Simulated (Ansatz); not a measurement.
# From HSE06 to G0W0: AlN (P6_3mc), part 2 of 2

How far does one-shot GW move the HSE06 gap of AlN (P6_3mc)?

Ansatz 0.2.0; HSE06, then G0W0 on it, plane waves, PAW. Known limits of the many-body steps: finite bands, screening cutoff and k mesh; no spin-orbit coupling in G0W0.

So far. Step 2 (The starting point: HSE06): Over mesh and listed points the gap is 5.580 eV, direct, at k = Γ.

The database entry behind the starting cell differs from later determinations by our own check (inner coordinate u about 0.002 short), so it need not match the best structure at ambient conditions.

In doubt: masses and optical values from hybrid runs of this build are listed as unsure (step 3), which bears on the screening that GW takes from such a start.

## 3. The quasiparticle correction

G0W0 replaces the xc potential by a self-energy built once from the orbitals of the start. Levels are corrected in the window of bands that the input names, at points of the mesh.

This step: G0W0 on HSE06, plane waves, PAW.

Input file input.yaml:

```yaml
crystal:
  lattice:
    - [3.113, 0.0, 0.0]
    - [-1.5565, 2.695937082, 0.0]
    - [0.0, 0.0, 4.981]
  atoms:
    - { symbol: Al, position: [0.3333333333, 0.6666666667, 0.0] }
    - { symbol: Al, position: [0.6666666667, 0.3333333333, 0.5] }
    - { symbol: "N", position: [0.3333333333, 0.6666666667, 0.38] }
    - { symbol: "N", position: [0.6666666667, 0.3333333333, 0.88] }
kpoints:
  mp_grid: { grid: [6, 6, 4] }
hamiltonian:
  xc: hse06
scf:
  occupations: { method: fixed }
gw:
  n_empty_bands: 124
  ecut_chi: 120
  qp_bands: [v2, c2]
  qp_kpoints: band_edges
  screening: { model: contour_deformation }
```

Run with:

```sh
$ ansatz run input.yaml --threads 2 --pin off --max-ram 92160MiB --backend cuda --events-out ev --progress --plain --runs-dir out --devices 1 --max-vram 13GiB  # rebuilt from the run's record
```

Numbers of over 12 decimals in the logs are rounded to 6 here.

What it wrote:

```text
GPUs: using 1 of 1 available (devices: 1).
[...]
GPU FFT provider: cuFFT
GPU libraries: cuBLAS 13.8.2, cuFFT 12.4.0, cuSOLVER 12.3.4
Crystal: 4 atoms, lattice volume = 41.803 Å³
Basis set: ecut = 420 eV, 809 PW (Γ)
Bands: 12, of which v1, the nominal top of the filled ones, is band 8 counted from 1 (7 counted from 0)
Symmetry: 12 space group operations
[...]
k-points: 21 of 144 (time reversal used)
[...]
GPU buffer pool allocated for 20736 grid points (all kernels)
[...]
SCF iter   1: F=—  HF=-1848.485991 eV  |F-HF|=—  |Δ(HF+E_count)|=         —  Δρ=7.97e-4  dr2=1.05e-4  ethr=1.77e-3  ⟨swp⟩=2.0  Hψ=1992  notcnv=0
[...]
SCF iter   2: F=-1848.486310 eV  HF=-1848.486245 eV  |F-HF|=6.57e-5  |Δ(HF+E_count)|=   2.53e-4  Δρ=4.11e-4  dr2=2.85e-5  ethr=6.57e-7  ⟨swp⟩=5.3  Hψ=1022  notcnv=0  defer=2
SCF 1 stopped early in 2 iterations: F = -1848.486310 eV  dr2 = 2.85e-5
[...]
GPU FFT provider: cuFFT
GPU libraries: cuBLAS 13.8.2, cuFFT 12.4.0, cuSOLVER 12.3.4
[...]
GPU buffer pool allocated for 20736 grid points (all kernels)
[...]
Frozen-core exchange: fock
SCF iter   1: F=—  HF=-1849.419666 eV  |F-HF|=—  |Δ(HF+E_count)|=         —  Δρ=6.32e-3  dr2=7.70e-3  ethr=1.78e-6  ⟨swp⟩=7.7  Hψ=1511  notcnv=0
[...]
SCF iter   6: F=-1849.421254 eV  HF=-1849.421257 eV  |F-HF|=2.34e-6  |Δ(HF+E_count)|=   5.93e-5  Δρ=8.02e-5  dr2=3.58e-6  ethr=1.69e-9  ⟨swp⟩=5.5  Hψ=1152  notcnv=0  defer=5
SCF 2 stopped early in 6 iterations: F = -1849.421254 eV  dr2 = 3.58e-6
hybrid outer 1: dexx = +5.648e-3 eV, tail = 1.36e-5 eV
GPU FFT provider: cuFFT
GPU libraries: cuBLAS 13.8.2, cuFFT 12.4.0, cuSOLVER 12.3.4
GPU buffer pool allocated for 20736 grid points (all kernels)
[...]
Frozen-core exchange: fock
SCF iter   1: F=—  HF=-1849.421244 eV  |F-HF|=—  |Δ(HF+E_count)|=         —  Δρ=2.34e-5  dr2=8.98e-8  ethr=4.26e-7  ⟨swp⟩=2.2  Hψ=594  notcnv=0
[...]
SCF iter   2: F=-1849.421244 eV  HF=-1849.421244 eV  |F-HF|=1.11e-8  |Δ(HF+E_count)|=   1.13e-7  Δρ=7.25e-6  dr2=3.29e-8  ethr=4.13e-10  ⟨swp⟩=4.9  Hψ=1085  notcnv=0
SCF 3 converged in 2 iterations: F = -1849.421244 eV  dr2 = 3.29e-8
[...]
NSCF: frozen V_eff on 21 k-points
Exchange-term sweep: 0 of 21 (spin, k) points
Exchange-term sweep: 2 of 21 (spin, k) points
Exchange-term sweep: 3 of 21 (spin, k) points
Exchange-term sweep: 4 of 21 (spin, k) points
Exchange-term sweep: 5 of 21 (spin, k) points
Exchange-term sweep: 6 of 21 (spin, k) points
Exchange-term sweep: 7 of 21 (spin, k) points
Exchange-term sweep: 8 of 21 (spin, k) points
Exchange-term sweep: 9 of 21 (spin, k) points
Exchange-term sweep: 10 of 21 (spin, k) points
Exchange-term sweep: 11 of 21 (spin, k) points
Exchange-term sweep: 12 of 21 (spin, k) points
Exchange-term sweep: 13 of 21 (spin, k) points
Exchange-term sweep: 14 of 21 (spin, k) points
Exchange-term sweep: 15 of 21 (spin, k) points
Exchange-term sweep: 16 of 21 (spin, k) points
Exchange-term sweep: 17 of 21 (spin, k) points
Exchange-term sweep: 18 of 21 (spin, k) points
Exchange-term sweep: 19 of 21 (spin, k) points
Exchange-term sweep: 20 of 21 (spin, k) points
Exchange-term sweep: 21 of 21 (spin, k) points
G₀W₀ screening: q 1/21
[... further progress lines ...]
[...]
Free energy (F): -1849.421244 eV
Frozen-core exchange: fock
[...]
Internal energy: -1849.421244 eV  (E = F + TS)
E sigma→0 (E₀):  -1849.421244 eV
Fermi energy:    6.201042 eV
[...]
--- Band table (eV; the first three rows and the last of 21) ---
[...]
guard bands above this table: 2 of the run's 12 bands. The solve was not asked for them (output.publish_guard_bands: true or output.eigenvalues: true publishes all)
--- G₀W₀: contour deformation, 5 samples at zero and on the imaginary axis and 2 off it, 144 q-points, 124 empty bands' worth ---
  eigenvalues of the whole cell's RPA ε∞ on this k-mesh (on a slab, of 1 + 4πα/V) = 3.5749, 3.5749, 3.6845; static W/v taken at q = 0 is 0.277300
  bands read: the sum over 132 bands ends inside a degenerate multiplet in 1 slot, whose members it reads at an even weight; the widest, k=19: bands 132 to 133 (counted from 1) at 1/2 each
  gw.qp_kpoints: band_edges: 15 of 21 stored k-points solved, in 1 pass; an edge of the gap read off the rows below is read off those points alone
    valence top: of the k-points left out ik 13 came nearest to being solved in a further pass, in band 8 (counted from 1, as in the quasiparticle table): it holds the edge there only if its correction is more favourable than any solved in that band by at least 0.585 eV; those differ by 0.153 eV
    conduction bottom: of the k-points left out ik 16 came nearest to being solved in a further pass, in band 9 (counted from 1, as in the quasiparticle table): it holds the edge there only if its correction is more favourable than any solved in that band by at least 1.356 eV; those differ by 0.302 eV
    ik  band        ε_KS         Σx   Σc(E_QP)       V_xc       Z   E_QP_lin       E_QP  E_QP is
     0     7      6.0063   -21.7299     2.9164   -18.5450  0.8098     5.7374     5.7379  root
     0     8      6.2010   -21.7935     2.8811   -18.6644  0.8099     5.9527     5.9531  root
     0     9     11.7806    -9.3892    -3.7397   -13.7464  0.8402    12.4000    12.3980  root
     0    10     14.3527    -7.7118    -4.1484   -12.4856  0.8453    14.9804    14.9781  root
     1     7      5.8957   -21.7291     2.9414   -18.5116  0.8093     5.6191     5.6196  root
     1     8      5.8957   -21.7291     2.9414   -18.5116  0.8093     5.6191     5.6196  root
     1     9     12.7672    -9.6505    -3.8068   -14.1134  0.8351    13.4257    13.4233  root
     1    10     14.4818    -7.9623    -4.1704   -12.7691  0.8419    15.1207    15.1183  root
     2     7      5.6370   -21.7206     2.9945   -18.4335  0.8084     5.3437     5.3443  root
     2     8      5.6370   -21.7206     2.9945   -18.4335  0.8084     5.3437     5.3443  root
     2     9     14.1571    -8.9728    -4.1010   -13.7433  0.8330    14.8294    14.8266  root
     2    10     14.1571    -8.9728    -4.1010   -13.7433  0.8330    14.8294    14.8266  root
     3     7      5.9186   -21.7983     2.9414   -18.5844  0.8093     5.6456     5.6461  root
     3     8      6.0149   -21.7640     2.9162   -18.5865  0.8093     5.7531     5.7536  root
     3     9     13.1131    -9.6182    -3.8561   -14.1396  0.8335    13.7809    13.7784  root
     3    10     15.4629    -7.6126    -4.2831   -12.5401  0.8401    16.1099    16.1072  root
     4     7      5.6286   -21.5530     2.9653   -18.2927  0.8085     5.3330     5.3336  root
     4     8      5.7460   -21.7283     2.9676   -18.4748  0.8088     5.4594     5.4600  root
     4     9     13.5668    -9.1267    -3.9505   -13.7292  0.8330    14.2213    14.2187  root
     4    10     15.5037    -7.8991    -4.3230   -12.8691  0.8337    16.1535    16.1507  root
     6     7      5.2730   -21.3328     2.9908   -18.0266  0.8074     4.9570     4.9577  root
     6     8      5.6354   -21.7699     2.9917   -18.4860  0.8084     5.3426     5.3432  root
     6     9     13.8610    -6.8071    -4.0568   -11.3993  0.8432    14.3982    14.3965  root
     6    10     14.3260    -5.9490    -4.1465   -10.5833  0.8418    14.8154    14.8139  root
     7     7      5.3480   -21.5216     3.0147   -18.1969  0.8073     5.0372     5.0379  root
     7     8      5.3910   -21.6420     3.0225   -18.3084  0.8077     5.0791     5.0798  root
     7     9     13.2357    -6.5372    -3.9907   -11.0289  0.8462    13.7382    13.7367  root
     7    10     14.2499    -6.3666    -4.1257   -11.0068  0.8423    14.7660    14.7644  root
     8     7      4.8622   -21.4339     3.1019   -17.9841  0.8058     4.5134     4.5143  root
     8     8      4.8622   -21.4339     3.1019   -17.9841  0.8058     4.5134     4.5143  root
     8     9     13.5169    -6.6347    -4.0119   -11.1590  0.8442    14.0309    14.0293  root
     8    10     13.5169    -6.6347    -4.0119   -11.1590  0.8442    14.0309    14.0293  root
     9     7      4.3319   -20.4894     3.0261   -17.0844  0.8054     3.9520     3.9531  root
     9     8      5.4823   -21.7423     3.0168   -18.4232  0.8079     5.1793     5.1799  root
     9     9     13.3640    -6.3550    -3.9371   -10.7827  0.8433    13.8560    13.8546  root
     9    10     13.3951    -5.9488    -4.0019   -10.4325  0.8507    13.8781    13.8768  root
    10     7      4.9207   -21.2202     3.0443   -17.8364  0.8063     4.5803     4.5811  root
    10     8      5.2133   -21.6000     3.0500   -18.2273  0.8071     4.8898     4.8906  root
    10     9     12.6093    -6.1832    -3.8907   -10.5408  0.8496    13.0774    13.0762  root
    10    10     13.4865    -6.2118    -4.0087   -10.7145  0.8476    13.9820    13.9806  root
[...]
17     7      5.1394   -21.5589     3.0464   -18.1912  0.8067     4.8174     4.8181  root
    17     8      5.1394   -21.5589     3.0464   -18.1912  0.8067     4.8174     4.8181  root
    17     9     13.8617    -6.7063    -4.0438   -11.2768  0.8417    14.3901    14.3884  root
    17    10     13.8617    -6.7063    -4.0438   -11.2768  0.8417    14.3901    14.3884  root
    18     7      3.6428   -20.8178     3.2576   -17.1597  0.7996     3.2410     3.2424  root
    18     8      3.6428   -20.8178     3.2576   -17.1597  0.7996     3.2410     3.2424  root
    18     9     12.5531    -4.7072    -3.9434    -9.0179  0.8540    12.9212    12.9205  root
    18    10     16.1445    -7.3386    -4.4589   -12.4099  0.8206    16.7599    16.7568  root
    20     7      5.3495   -21.7424     3.0331   -18.4044  0.8071     5.0439     5.0446  root
    20     8      5.3495   -21.7424     3.0331   -18.4044  0.8071     5.0439     5.0446  root
    20     9     15.1067    -6.5116    -4.2821   -11.3257  0.8308    15.6408    15.6387  root
    20    10     15.1067    -6.5116    -4.2821   -11.3257  0.8308    15.6408    15.6387  root
```

Wall time 38 s (1 × NVIDIA H100 80GB HBM3 (shared by 6 runs) with 2 threads of AMD EPYC 7R13 (Zen 3), shared host); peak memory 1.4 GiB.

Numbers from this step:

```
bands summed                                    : 132
RPA ε∞ on this mesh (eigenvalues)               : 3.575, 3.575, 3.685
plane waves in the screening matrix             : 135
q-points in the mesh                            : 144
G0W0 gap over the corrected points              : 6.445 eV
k of the valence top                            : 0, 0, 0
k of the conduction bottom                      : 0, 0, 0
starting gap on the mesh                        : 5.580 eV
Z at the valence top                            : 0.8099
Z at the conduction bottom                      : 0.8402
least direct G0W0 gap over the corrected points : 6.445 eV
```

Over 15 of 21 irreducible mesh points the G0W0 gap is 6.445 eV, direct, at k = Γ. The HSE06 gap of this run on the mesh is 5.580 eV. The two states that bound the G0W0 gap lie that far apart at the start, so the correction of the gap is 6.445 − 5.580 = +0.865 eV.

Labels follow the order of the start: v1 is the top filled band, c1 the lowest empty one; levels that stay degenerate share a row, the window can cut a multiplet, doubted levels are not marked in this list, bands outside the window were not corrected, and the list may be a part of the corrected levels. Levels before and after the correction, in eV, zero at the valence-band top of each column:

```tsv
	conduction bottom	valence top
HSE06	5.58	0.00
G0W0	6.44	0.00
```

```tsv
	level	occupation	energy (eV)
HSE06	Γ v2	2	-0.195
HSE06	Γ v1	2	0.000
HSE06	Γ c1	0	5.580
HSE06	Γ c2	0	8.152
G0W0	Γ v2	2	-0.215
G0W0	Γ v1	2	0.000
G0W0	Γ c1	0	6.445
G0W0	Γ c2	0	9.025
```

The parts of the quasiparticle energy for the two states that bound the G0W0 gap, in eV on the run's own scale (QP = start + Σx + Σc − Vxc, with Σc at the quasiparticle energy):

```tsv
edge	k	band	start	Σx	Σc	Vxc	Z	QP
valence top	Γ	8	6.201	−21.794	2.881	−18.664	0.810	5.953
conduction bottom	Γ	9	11.781	−9.389	−3.740	−13.746	0.840	12.398
```

For a hybrid start, Vxc holds its share of exact exchange.

## 4. The runs together

Each gap is the least one over the points named; times are wall times on shared hosts, not benchmarks. A G0W0 time includes the run's own self-consistent start. Runs with listed points see these and the mesh alone, so an edge that moves elsewhere is missed.

```tsv
level	mesh	files, cutoff	bands summed, screening	points	gap (eV)	valence top	conduction bottom	least direct gap (eV)	time
HSE06	6×6×4	soft_2 PAW, 420 eV	-	mesh and listed points	5.580	Γ	Γ	5.580	7.7 s
G0W0@HSE06	6×6×4	soft_2 PAW, 420 eV	132, 120 eV	15 of 21 irreducible mesh points	6.445	Γ	Γ	6.445	38 s
```

## 5. What came out

* HSE06 gap over mesh and listed points: 5.580 eV, direct, at k = Γ
* G0W0@HSE06 gap over 15 of 21 irreducible mesh points: 6.445 eV, direct, at k = Γ
* GW settings: 6×6×4 mesh, 124 empty bands, screening to 120 eV
* known limits: finite bands, screening cutoff and k mesh; no spin-orbit coupling in G0W0

**Reading.** Over 15 of 21 irreducible mesh points the G0W0 gap is 6.445 eV, direct, at k = Γ. The HSE06 gap of this run on the mesh is 5.580 eV. The two states that bound the G0W0 gap lie that far apart at the start, so the correction of the gap is 6.445 − 5.580 = +0.865 eV. The valence state moves by 5.953 − 6.201 = −0.248 eV and the conduction state by 12.398 − 11.781 = +0.617 eV, on the run's own scale; how far single levels stand from their limit in bands is not shown. Both edges that HSE06 shows over mesh and listed points lie at k points where levels were corrected. Levels at other points were not corrected, so a lower G0W0 gap elsewhere in the zone is not ruled out. No second run with other bands and screening cutoff is shown, so the distance to the basis limit is not known. On another start, G0W0@PBE runs of this series (6×6×4 mesh, soft_2 PAW; not shown as steps) give 5.484 eV with 52 bands and 60 eV, 5.808 eV with 132 bands and 120 eV and 5.914 eV with 276 bands and 200 eV. G0W0 on other starts in this series, not shown as steps and not all at these settings: 5.808 eV on PBE (6×6×4, soft_2 PAW, 132 bands, 120 eV) and 5.817 eV on LDA (6×6×4, soft_2 PAW, 132 bands, 120 eV). The G0W0 runs are scalar-relativistic. No pair of G0W0 runs that differ in the mesh alone is shown (6×6×4 is a supercell whose nearest images lie 19 Å apart), so the error from the mesh is not known here. G0W0 is shown with one set of atomic data (soft_2 PAW), so the error from the files is not known here.

[Paths, hosts, dates, memory and timing lines, banners, echoed tables and standing remarks are left out of the program output.]

[Logs are printed without paths, hosts, clocks, repeated set-up lines and the standing remarks that a program may print on its own settings, such as how far it seeks lower states.]

[Runs of the session that timed out or met a known fault of the program may be left out.]

[Cells called generated may have been cut or substituted from an entry of the Crystallography Open Database or the Materials Project.]

[Hosts, paths, dates, database ids (printed as entryN), source tags and the programs' standing remarks are cut or masked in the printed files.]

[Where an RPA ε∞ is given, it is that of the G0W0 mesh and is not shown converged in it. Names of k-points follow the symmetry that the program found, which can be lower than the space group named. Band edges on a path are those of the sampled points; other points can move an edge, and change direct to indirect where valleys lie close.]

[Hybrid gaps are those of their k-mesh and are not shown converged in it.]
